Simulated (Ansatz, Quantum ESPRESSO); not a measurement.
# HgTe (Pm-3m): phonons by linear response, part 3 of 4

How does HgTe (Pm-3m) vibrate, and is this structure a minimum?

Quantum ESPRESSO 7.5; DFT LDA, scalar-relativistic, plane waves, JTH PAW pseudopotentials.

So far, lowest frequency on the path (cm⁻¹): step 7 (dispersion) -83.3. Also highest frequency (cm⁻¹): step 7 94.4. The relaxed cell has a = 3.680 Å (conventional setting).

The structure was built from a prototype and need not be the compound's stable phase.

**8. Density of states**

Sums over the zone need many more wavevectors than were solved, so the interpolation is sampled on a dense mesh.

The input, matdyn.in:

```
&input
   asr = 'crystal'
   flfrc = 'x.fc'
   dos = .true.
   fldos = 'x.dos'
   nk1 = 12
   nk2 = 12
   nk3 = 12
   deltaE = 0.3
/
```

Started as:

```console
matdyn.x -in matdyn.in > matdyn.out
```

Numbers of over 12 decimals in the logs are rounded to 6 here.

Log:

```text
[banner, memory and clock lines left out]
Program MATDYN v.7.5

 mass for atomic type   1 not given; uses mass from file x.fc
 mass for atomic type   2 not given; uses mass from file x.fc
 Norm of the difference between old and new effective charges:    0.000000

 Norm of the difference between old and new force-constants:   1.58329e-05

     Message from routine matdyn:
     Z* not found in file x.fc, TO-LO splitting at q=0 will be absent!

Note: The following floating-point exceptions are signalling: IEEE_UNDERFLOW_FLAG
```

Run time: 2.4 s. Hardware: 1 thread of Arm Neoverse V2, shared host.

Read from the output:

- share of modes beyond 3i cm⁻¹ on the dense interpolated mesh: 0.2679

The phonon density of states has structure finer than the step of the table below, so its rows give means over 5 cm⁻¹, whole bins alone (the curve runs from -83.3 to 94 cm⁻¹). Peaks (cm⁻¹: height): total -29.3: 0.0389, 22.9: 0.0966, 37.3: 0.0908, 66.1: 0.122; Hg -28.4: 0.0135, 22.9: 0.0609, 37.3: 0.0798, 66.1: 0.0683; Te -53.6: 0.0286, 22.9: 0.0357, 66.1: 0.0538.

Tetrahedra. Table of phonon density of states by wavenumber; means over each step; values in 1/cm⁻¹/cell:

| wavenumber (cm⁻¹) | total | Hg | Te |
| --- | --- | --- | --- |
| -80 | 0.00495 | 3.5e-6 | 0.00494 |
| -75 | 0.0101 | 3.2e-5 | 0.0100 |
| -70 | 0.0138 | 1.2e-4 | 0.0137 |
| -65 | 0.0180 | 3.1e-4 | 0.0177 |
| -60 | 0.0254 | 7.9e-4 | 0.0246 |
| -55 | 0.0288 | 0.00157 | 0.0272 |
| -50 | 0.0273 | 0.00231 | 0.0250 |
| -45 | 0.0270 | 0.00328 | 0.0237 |
| -40 | 0.0290 | 0.00484 | 0.0242 |
| -35 | 0.0301 | 0.00711 | 0.0230 |
| -30 | 0.0369 | 0.0120 | 0.0249 |
| -25 | 0.0287 | 0.0106 | 0.0181 |
| -20 | 0.0164 | 0.00631 | 0.0101 |
| -15 | 0.0109 | 0.00437 | 0.00651 |
| -10 | 0.00804 | 0.00321 | 0.00483 |
| -5 | 0.00719 | 0.00293 | 0.00427 |
| 0 | 0.00702 | 0.00299 | 0.00403 |
| 5 | 0.00725 | 0.00328 | 0.00396 |
| 10 | 0.00867 | 0.00428 | 0.00439 |
| 15 | 0.0206 | 0.0116 | 0.00897 |
| 20 | 0.0692 | 0.0436 | 0.0256 |
| 25 | 0.0704 | 0.0425 | 0.0280 |
| 30 | 0.0443 | 0.0232 | 0.0212 |
| 35 | 0.0532 | 0.0353 | 0.0178 |
| 40 | 0.0704 | 0.0628 | 0.00759 |
| 45 | 0.0604 | 0.0525 | 0.00790 |
| 50 | 0.0599 | 0.0480 | 0.0118 |
| 55 | 0.0486 | 0.0343 | 0.0143 |
| 60 | 0.0328 | 0.0208 | 0.0120 |
| 65 | 0.0734 | 0.0446 | 0.0289 |
| 70 | 0.0830 | 0.0449 | 0.0381 |
| 75 | 0.0667 | 0.0294 | 0.0374 |
| 80 | 0.0543 | 0.0204 | 0.0339 |
| 85 | 0.0311 | 0.0109 | 0.0202 |
| 90 | 0.0161 | 0.00519 | 0.0109 |

**9. Modes with the sum rule**

A rigid shift of the crystal must cost nothing, but grids and finite bases break this; the acoustic sum rule is imposed before the matrix is diagonalised again.

The input, dynmat.in:

```
&input
   fildyn = 'x.dyn1'
   asr = 'simple'
   fileig = 'dynmat.eig'
/
```

Started as:

```console
dynmat.x -in dynmat.in > dynmat.out
```

Log:

```text
[banner, memory and clock lines left out]
Program DYNMAT v.7.5

     Reading Dynamical Matrix from file x.dyn1
     ...Force constants read
     ...epsilon and Z* not read (not found on file)
     A direction for q was not specified:TO-LO splitting will be absent

     Polarizability (A^3 units)
     multiply by 1.000000 for Clausius-Mossotti correction
         0.000000    0.000000    0.000000
         0.000000    0.000000    0.000000
         0.000000    0.000000    0.000000

     IR activities are in (D/A)^2/amu units

# mode   [cm-1]    [THz]      IR
    1     -0.00   -0.0000    0.0000
    2     -0.00   -0.0000    0.0000
    3     -0.00   -0.0000    0.0000
    4     66.67    1.9988    0.0000
    5     66.67    1.9988    0.0000
    6     66.67    1.9988    0.0000
```

The job ended after 0.47 s (1 thread).

Unit eigenvectors of the mass-weighted matrix after the sum rule; no LO-TO term. Modes at Γ, with each element's share of the kinetic energy:

| mode | frequency (cm⁻¹) | symmetry | Hg % | Te % |
| --- | --- | --- | --- | --- |
| 1 | 0.0 | acoustic | 61 | 39 |
| 2 | 0.0 | acoustic | 61 | 39 |
| 3 | 0.0 | acoustic | 61 | 39 |
| 4 | 66.7 | T1u | 39 | 61 |
| 5 | 66.7 | T1u | 39 | 61 |
| 6 | 66.7 | T1u | 39 | 61 |

Displacements in mode 4 (66.7 cm⁻¹), the largest set to 1:
```
Hg1  0.00 -0.64  0.00
Te2  0.00  1.00  0.00
```

The rule moves no optical mode by more than 0.1 cm⁻¹.

**10. Sum rules set otherwise (asr no)**

Without the rule the raw error of the acoustic modes shows.

The input, dynmat.in:

```
&input
   fildyn = 'x.dyn1'
   asr = 'no'
   fileig = 'dynmat.eig'
/
```

Started as:

```console
dynmat.x -in dynmat.in > dynmat.out
```

Log:

```text
[banner, memory and clock lines left out]
Program DYNMAT v.7.5

     Reading Dynamical Matrix from file x.dyn1
     ...Force constants read
     ...epsilon and Z* not read (not found on file)
     A direction for q was not specified:TO-LO splitting will be absent

     Polarizability (A^3 units)
     multiply by 1.000000 for Clausius-Mossotti correction
         0.000000    0.000000    0.000000
         0.000000    0.000000    0.000000
         0.000000    0.000000    0.000000

     IR activities are in (D/A)^2/amu units

# mode   [cm-1]    [THz]      IR
    1     -1.00   -0.0300    0.0000
    2     -1.00   -0.0300    0.0000
    3     -1.00   -0.0300    0.0000
    4     66.67    1.9987    0.0000
    5     66.67    1.9987    0.0000
    6     66.67    1.9987    0.0000
```

Run time: 0.47 s. Hardware: 1 thread.

Zone-centre frequencies as printed; negative means imaginary. Modes:

| mode | frequency (cm⁻¹) |
| --- | --- |
| 1 | -1 |
| 2 | -1 |
| 3 | -1 |
| 4 | 66.67 |
| 5 | 66.67 |
| 6 | 66.67 |

Against the first rule no mode moves by more than 1.1 cm⁻¹.

**11. Sum rules set otherwise (asr crystal)**

The rule can be imposed in more than one way; the choices should agree where the raw error is small.

The input, dynmat.in:

```
&input
   fildyn = 'x.dyn1'
   asr = 'crystal'
   fileig = 'dynmat.eig'
/
```

Started as:

```console
dynmat.x -in dynmat.in > dynmat.out
```

Log:

```text
[banner, memory and clock lines left out]
Program DYNMAT v.7.5

     Reading Dynamical Matrix from file x.dyn1
     ...Force constants read
     ...epsilon and Z* not read (not found on file)
     Acoustic Sum Rule: || Z*(ASR) - Z*(orig)|| =    0.000000E+00
     Acoustic Sum Rule: ||dyn(ASR) - dyn(orig)||=    4.478212E-05
     A direction for q was not specified:TO-LO splitting will be absent

     Polarizability (A^3 units)
     multiply by 1.000000 for Clausius-Mossotti correction
         0.000000    0.000000    0.000000
         0.000000    0.000000    0.000000
         0.000000    0.000000    0.000000

     IR activities are in (D/A)^2/amu units

# mode   [cm-1]    [THz]      IR
    1     -0.00   -0.0000    0.0000
    2     -0.00   -0.0000    0.0000
    3      0.00    0.0000    0.0000
    4     66.66    1.9985    0.0000
    5     66.66    1.9985    0.0000
    6     66.66    1.9985    0.0000
```

The job ended after 0.47 s (1 thread).

This step gave:

```yaml
highest_optical_zone_centre_mode_no_lo_to_term: 66.66 cm⁻¹
lowest_optical_zone_centre_mode: 66.66 cm⁻¹
```

Zone-centre frequencies as printed; negative means imaginary. Modes:

```
mode  frequency (cm⁻¹)
   1                 0
   2                 0
   3                 0
   4             66.66
   5             66.66
   6             66.66
```

Against the first rule no mode moves by more than 0.1 cm⁻¹.

**12. The dispersion under another sum rule (asr simple)**

The sum rule corrects the force constants themselves, so it can shift branches at any wavevector, low ones most.

The input, matdyn.in:

```
&input
   asr = 'simple'
   flfrc = 'x.fc'
   flfrq = 'x.freq'
   flvec = 'x.modes'
   q_in_band_form = .true.
   q_in_cryst_coord = .true.
/
8
  0.0000000   0.0000000   0.0000000   8  ! GAMMA
  0.0000000   0.5000000   0.0000000   8  ! X
  0.5000000   0.5000000   0.0000000   8  ! M
  0.0000000   0.0000000   0.0000000   8  ! GAMMA
  0.5000000   0.5000000   0.5000000   8  ! R
  0.0000000   0.5000000   0.0000000   1  ! X
  0.5000000   0.5000000   0.5000000   8  ! R
  0.5000000   0.5000000   0.0000000   1  ! M
```

Started as:

```console
matdyn.x -in matdyn.in > matdyn.out
```

Log:

```text
[banner, memory and clock lines left out]
Program MATDYN v.7.5

 mass for atomic type   1 not given; uses mass from file x.fc
 mass for atomic type   2 not given; uses mass from file x.fc
     Message from routine matdyn:
     Z* not found in file x.fc, TO-LO splitting at q=0 will be absent!
     Message from routine matdyn:
     Z* not found in file x.fc, TO-LO splitting at q=0 will be absent!

Note: The following floating-point exceptions are signalling: IEEE_UNDERFLOW_FLAG
```

Run time: 0.47 s. Hardware: 1 thread.

At the labelled points the branches move by no more than 0.2 cm⁻¹.

**13. A changed mass**

Force constants don't depend on the masses, so an isotope effect costs no new response.

The input, matdyn.in:

```
&input
   asr = 'crystal'
   flfrc = 'x.fc'
   flfrq = 'x.freq'
   flvec = 'x.modes'
   q_in_band_form = .true.
   q_in_cryst_coord = .true.
   amass(1) = 200.592
   amass(2) = 255.2
/
8
  0.0000000   0.0000000   0.0000000   8  ! GAMMA
  0.0000000   0.5000000   0.0000000   8  ! X
  0.5000000   0.5000000   0.0000000   8  ! M
  0.0000000   0.0000000   0.0000000   8  ! GAMMA
  0.5000000   0.5000000   0.5000000   8  ! R
  0.0000000   0.5000000   0.0000000   1  ! X
  0.5000000   0.5000000   0.5000000   8  ! R
  0.5000000   0.5000000   0.0000000   1  ! M
```

Started as:

```console
matdyn.x -in matdyn.in > matdyn.out
```

Log:

```text
[banner, memory and clock lines left out]
Program MATDYN v.7.5

 Norm of the difference between old and new effective charges:    0.000000

 Norm of the difference between old and new force-constants:   1.58329e-05

     Message from routine matdyn:
     Z* not found in file x.fc, TO-LO splitting at q=0 will be absent!
     Message from routine matdyn:
     Z* not found in file x.fc, TO-LO splitting at q=0 will be absent!

Note: The following floating-point exceptions are signalling: IEEE_UNDERFLOW_FLAG
```

Wall time 0.47 s (1 thread).

Numbers from this step:

```yaml
lowest_frequency_on_the_path: -58.90 cm⁻¹
```

Matdyn.x, sum rule crystal. Phonon branches along the path, in cm⁻¹:

```csv
point,branch 1,branch 2,branch 3,branch 4,branch 5,branch 6
Γ,0,0,0,56,56,56
halfway,-27,-27,27,45,45,58
X,-42,-42,35,36,36,61
halfway,-51,-16,17,36,64,66
M,-59,20,20,35,76,76
halfway,-40,-22,28,40,52,63
Γ,0,0,0,56,56,56
halfway,-19,-19,-16,55,56,56
R,41,41,41,56,56,56
halfway,-31,-8,18,46,64,65
X,-42,-42,35,36,36,61
jump to R,41,41,41,56,56,56
halfway,-30,29,29,47,68,68
M,-59,20,20,35,76,76
```

The phonon branches as a text plot (rows in cm⁻¹):

```
     73 |            ******                                   ***
     68 |           *     **                                 *
     62 |     *******      ****           ****   ********* **
     56 |*****     *           ******************     **  *
     51 | **      *         ** *   **            ***       **
     45 |   *    *            *      ***            **  *    **
     40 |    ***           ***               ****     *** *    *
     34 |     *************                  *  **       * **   *
     28 |   **   *          ***            **              * *
     23 |  *      *     ****   *     *           ***    *     ***
     17 | *        *******            **   **       ****
     11 |                       ** **     *                 *
      6 |*                *
      0 |                         *
     -5 |*
    -11 | *                     ** **               *
    -17 |           *      *   *        ***       **
    -22 |  *                ***      ***
    -28 |   *      *          *                      *       *
    -34 |    *    *                                 * **
    -39 |     ****          **                       *****
    -45 |        ***                                          *
    -50 |           *      *                                   *
    -56 |            ******                                     *
         Γ      X      M          Γ            R        X|R     M
```

The top of the path falls from 94 to 76 cm⁻¹, a ratio of 0.81; a mode of that atom alone would give 0.71.

(Part 3 of 4 ends here.)

[Host names and launcher messages were left out of these logs when they were recorded.]

[Logs are printed without paths, hosts, clocks, repeated set-up lines and the standing remarks that a program may print on its own settings, such as how far it seeks lower states.]

[Hosts, paths, dates, database ids (printed as entryN), source tags and the programs' standing remarks are cut or masked in the printed files.]
